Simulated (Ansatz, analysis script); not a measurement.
# Energy of spin spirals in MnS (Browneite), part 2 of 2

Aim: the energy of MnS (Browneite) as its moments wind into spirals of wavevector q.

Ansatz 0.2.0; PBEsol with U = 4 eV on Mn d (ortho-atomic projectors), PAW set soft_1 (files made for PBE).

So far. Step 5 (q = (-0.5, -0.5, 0.25)): The energy of the cell lies 89.6 meV below that at q = 0, and the largest moment is 4.28 μB against 4.34 μB.

**6. q = (-0.25, -0.25, 0)**

Level of this step: Ansatz DFT, spin spiral by the generalised Bloch theorem, no spin-orbit coupling; PBEsol+U, PAW set soft_1; PAW set soft_1 (Ansatz).

File input.yaml:

```yaml
crystal:
  lattice:
    - [0.0, 2.8, 2.8]
    - [2.8, 0.0, 2.8]
    - [2.8, 2.8, 0.0]
  atoms:
    - { symbol: Mn, position: [0.0, 0.0, 0.0], spin: 4.34, spin_axis: [1.0, 0.0, 0.0] }
    - { symbol: S, position: [0.25, 0.25, 0.25] }
kpoints:
  mp_grid: { grid: [8, 8, 8] }
hamiltonian:
  xc: pbesol
  hubbard:
    projectors: ortho-atomic
    sites: [{ species: Mn, l: d, u_eff: 4.0 }]
  pseudopotentials: { kind: paw, azcp: { folder: soft_1 }, xc_functional: pbe }
scf:
  occupations: { method: fermi_dirac, width: 0.05 }
  max_iter: 120
  convergence: { dr2_threshold: 1.0e-08 }
basis:
  ecutwfc: 420.0
magnetization:
  noncollinear: true
  spin_spiral: { q: [-0.25, -0.25, 0.0] }
checkpoint:
  read: start
```

Launch:

```sh
$ ansatz run input.yaml --threads 1 --pin off --max-ram 2560MiB --backend cpu --events-out ev --progress --plain --runs-dir out
```

Numbers of over 12 decimals in the logs are rounded to 6 here.

Log:

```text
[...]
Crystal: 2 atoms, lattice volume = 43.904 Å³
Basis set: ecut = 420 eV, 869 PW (Γ)
Bands: 30, of which v1, the nominal top of the filled ones, is band 21 counted from 1 (20 counted from 0)
Symmetry: 1 space group operations
k-points: 512
[...]
SCF iter   8: F=-4753.650021 eV  HF=-4753.650021 eV  |F-HF|=1.14e-9  |Δ(HF+E_count)|=   6.42e-8  Δρ=1.82e-6  dr2=6.31e-11  dr2_m=3.93e-10  ethr=4.76e-11  |M|=4.73e0 ∫|m|=4.91e0 μB  |m|>n=0.0e0 m-floor=0.0e0 τ_xc=2.5e-2 mc-row=0.0e0  ⟨swp⟩=1.0  Hψ=43521  notcnv=0
SCF 1 converged in 8 iterations: F = -4753.650021 eV  dr2 = 6.31e-11
[...]
SCF converged after 8 iterations
Magnetization: |M| = 4.7308 μB,  M = (+4.7308, +0.0000, -0.0000) μB
Absolute magnetization: 4.9075 μB (∫|m|, with the PAW one-centre terms)
  site 0: m = (+4.3037, +0.0000, -0.0000) μB, |m| = 4.3037 μB  (R = 1.00 Å)
  site 1: m = (+0.0256, -0.0000, -0.0000) μB, |m| = 0.0256 μB  (R = 1.00 Å)
Free energy (F): -4753.650021 eV
[...]
Internal energy: -4753.650021 eV  (E = F + TS)
E sigma→0 (E₀):  -4753.650021 eV
Fermi energy:    7.600228 eV
[...]
```

Elapsed: 2.7 min, on 1 thread of Intel Xeon at 2.70GHz, shared host; peak memory 1.7 GiB.

The energy of the cell lies 52.0 meV below that at q = 0, and the largest moment is 4.30 μB against 4.34 μB.

**7. q = (0, 0, 0.5)**

Changes to input.yaml since step 6:

```diff
@@ -24,3 +24,3 @@
   noncollinear: true
-  spin_spiral: { q: [-0.25, -0.25, 0.0] }
+  spin_spiral: { q: [0.0, 0.0, 0.5] }
 checkpoint:
```

Log:

```text
[...]
Crystal: 2 atoms, lattice volume = 43.904 Å³
Basis set: ecut = 420 eV, 869 PW (Γ)
Bands: 30, of which v1, the nominal top of the filled ones, is band 21 counted from 1 (20 counted from 0)
Symmetry: 1 space group operations
k-points: 512
[...]
SCF iter   7: F=-4753.675292 eV  HF=-4753.675292 eV  |F-HF|=3.48e-9  |Δ(HF+E_count)|=   2.26e-8  Δρ=3.72e-6  dr2=1.44e-9  dr2_m=1.75e-9  ethr=4.76e-11  |M|=4.42e0 ∫|m|=4.85e0 μB  |m|>n=0.0e0 m-floor=0.0e0 τ_xc=1.1e-2 mc-row=0.0e0  ⟨swp⟩=3.0  Hψ=34698  notcnv=0
SCF 1 converged in 7 iterations: F = -4753.675292 eV  dr2 = 1.44e-9
[...]
SCF converged after 7 iterations
Magnetization: |M| = 4.4164 μB,  M = (+4.4159, -0.0668, +0.0000) μB
Absolute magnetization: 4.8507 μB (∫|m|, with the PAW one-centre terms)
  site 0: m = (+4.2866, +0.0011, +0.0000) μB, |m| = 4.2866 μB  (R = 1.00 Å)
  site 1: m = (+0.0152, -0.0152, +0.0000) μB, |m| = 0.0215 μB  (R = 1.00 Å)
Free energy (F): -4753.675292 eV
[...]
Internal energy: -4753.675292 eV  (E = F + TS)
E sigma→0 (E₀):  -4753.675292 eV
Fermi energy:    7.574643 eV
[...]
```

The job ended after 2.4 min (1 thread; peak memory 1.7 GiB).

The energy of the cell lies 77.3 meV below that at q = 0, and the largest moment is 4.29 μB against 4.34 μB.

The other 4 runs of this kind were made alike; their results stand in the table below.

**8. The spirals together**

| q (reciprocal lattice) | path length (1/Å) | E(q) − E(0) (meV a magnetic atom) | \|m\| Mn no. 1 (μB) |
| --- | --- | --- | --- |
| (0, 0, 0) | 0.000 | 0.00 | 4.34 |
| (-0.25, -0.25, 0) | 0.561 | -52.03 | 4.30 |
| (-0.5, -0.5, 0) | 1.122 | -100.46 | 4.27 |
| (-0.5, -0.5, 0.25) | 1.608 | -89.56 | 4.28 |
| (-0.5, -0.25, 0.25) | 2.094 | -101.91 | 4.27 |
| (-0.5, 0, 0.5) | 2.655 | -100.46 | 4.27 |
| (-0.25, 0, 0.25) | 3.448 | -77.61 | 4.29 |
| (0, 0, 0) | 4.241 | 0.00 | 4.34 |
| (0, 0, 0.25) | 4.727 | -39.51 | 4.31 |
| (0, 0, 0.5) | 5.213 | -77.30 | 4.29 |

**9. Exchange couplings from E(q)**

For rigid moments E(q) is a sum of cosines over neighbour shells, so a fit gives the couplings, and from them an ordering temperature.

E = −Σ J e·e over ordered pairs (each pair twice, J > 0 for parallel moments) is fitted to 8 points (copies by symmetry counted).

The fitted shells:

| pair | distance (Å) | neighbours a magnetic atom | J (meV) |
| --- | --- | --- | --- |
| Mn-Mn | 3.96 | 12 | -6.257 |
| Mn-Mn | 5.6 | 6 | -0.1623 |
| Mn-Mn | 6.859 | 24 | -0.0111 |
| Mn-Mn | 7.92 | 12 | -0.0605 |

Read from the output:

```yaml
r_m_s_miss_of_the_fit: 0.003569 meV
ordering_temperature_mean_field: 192.3 K
wavevector_of_the_mean_field_order: -0.25, 0.25, 0.5 reciprocal lattice
```

The model orders at a finite wavevector, so its net moment stays small and the heat capacity marks the transition.

Classical unit spins, 512 spins, heat-bath sweeps. Value against temperature:

| temperature (K) | heat capacity (kB a spin) | net moment |
| --- | --- | --- |
| 23.1 | 1.00 | 0.00645 |
| 30.9 | 1.02 | 0.00752 |
| 38.6 | 1.11 | 0.00851 |
| 46.4 | 1.09 | 0.00925 |
| 54.2 | 1.26 | 0.0104 |
| 62.0 | 1.52 | 0.0107 |
| 69.7 | 4.52 | 0.0116 |
| 77.5 | 1.25 | 0.0123 |
| 85.3 | 0.896 | 0.0134 |
| 93.1 | 0.883 | 0.0138 |
| 100.8 | 0.761 | 0.0144 |
| 108.6 | 0.811 | 0.0151 |
| 116.4 | 0.676 | 0.0155 |
| 124.2 | 0.583 | 0.0160 |
| 131.9 | 0.585 | 0.0163 |
| 139.7 | 0.529 | 0.0165 |
| 147.5 | 0.538 | 0.0173 |
| 155.3 | 0.496 | 0.0176 |
| 163.0 | 0.440 | 0.0180 |
| 170.8 | 0.423 | 0.0184 |
| 178.6 | 0.398 | 0.0184 |
| 186.4 | 0.351 | 0.0193 |
| 194.1 | 0.331 | 0.0186 |
| 201.9 | 0.344 | 0.0193 |

**10. What came out**

```yaml
lowest_point_of_the_path: q = (-0.5, -0.25, 0.25), -102 meV a magnetic atom from q = 0
highest_point: 0 meV a magnetic atom
j_of_the_nearest_shell: -6.26 meV
mean_field_temperature: 192 K
monte_carlo_heat_capacity_peak: 69.2 K
```

**Reading.** The state at q = (-0.5, -0.25, 0.25) lies 102 meV a magnetic atom below the ferromagnetic start, so that start is not the lowest state. The moments change by at most 2 % from their size at q = 0, so they are well localised. The fit misses by 0.0035 % of the energy range, so the shells describe the path well, though few points can't fix distant couplings. Classical Monte Carlo puts the peak at 0.36 of the mean-field value; the small cell shifts the peak somewhat. The temperatures are those of classical unit spins, and mean field runs high. For localised spins S a factor (S + 1)/S is a common correction upwards. The 9 spiral runs took 25 min of wall time, added up.

[Logs and program files are shortened in this print: banners, set-up blocks, solver, clock and traceback lines can be left out without a mark of their own.]

[Logs are printed without paths, hosts, clocks, repeated set-up lines and the standing remarks that a program may print on its own settings, such as how far it seeks lower states.]

[Hosts, paths, dates, database ids (printed as entryN), source tags and the programs' standing remarks are cut or masked in the printed files.]
